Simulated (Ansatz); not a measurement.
Computed results, one entry a study.

```json
{"subject": "NbTe2 (P-3m1): Hubbard U and Hund's J by constrained RPA", "lattice_ang": [[-2.6308, 0.0, -2.6308], [2.6308, -2.6308, 0.0], [-4.1271, -4.1271, 4.1271]], "atoms": [["Nb", 0.0, 0.0, 0.0], ["Te", 0.6667, 0.3333, 0.7456], ["Te", 0.3333, 0.6667, 0.2544]], "method": "DFT, LDA, plane waves, PAW (and 1 further level or step)", "program": "Ansatz 0.2.0", "settings_of_one_run": "cutoff 420 eV, 12×12×4 k-mesh, smearing width 0.08 eV, default PAW, coordination {\"Nb\": \"octahedral\"}, magnetic state non-magnetic by constraint", "cost": "2 runs, 16 min in all on 4 threads of Arm Neoverse V1, shared host (the runs of this entry)", "notes": "The cell and positions are those that the Materials Project relaxed with its own functionals (PBE, PBE+U or r2SCAN), kept fixed. Limits: no spin-orbit coupling. The bands cross the Fermi level under this constraint, which need not be the crystal’s state: magnetic order, correlation or a lattice distortion may open a gap.", "results": {"nb_t2g_anion_p": "U 3.02 eV, U′ 2.32 eV, J 0.33 eV, bare V 11.7 eV", "method": "constrained RPA on non-magnetic LDA, 6×6×2 mesh, static; search for lower states off"}}
```

[Paths, hosts, dates, memory and timing lines, banners, echoed tables and standing remarks are left out of the program output.]

[Logs are printed without paths, hosts, clocks, repeated set-up lines and the standing remarks that a program may print on its own settings, such as how far it seeks lower states.]

[Runs of the session that timed out or met a known fault of the program may be left out.]

[Hosts, paths, dates, database ids (printed as entryN), source tags and the programs' standing remarks are cut or masked in the printed files.]
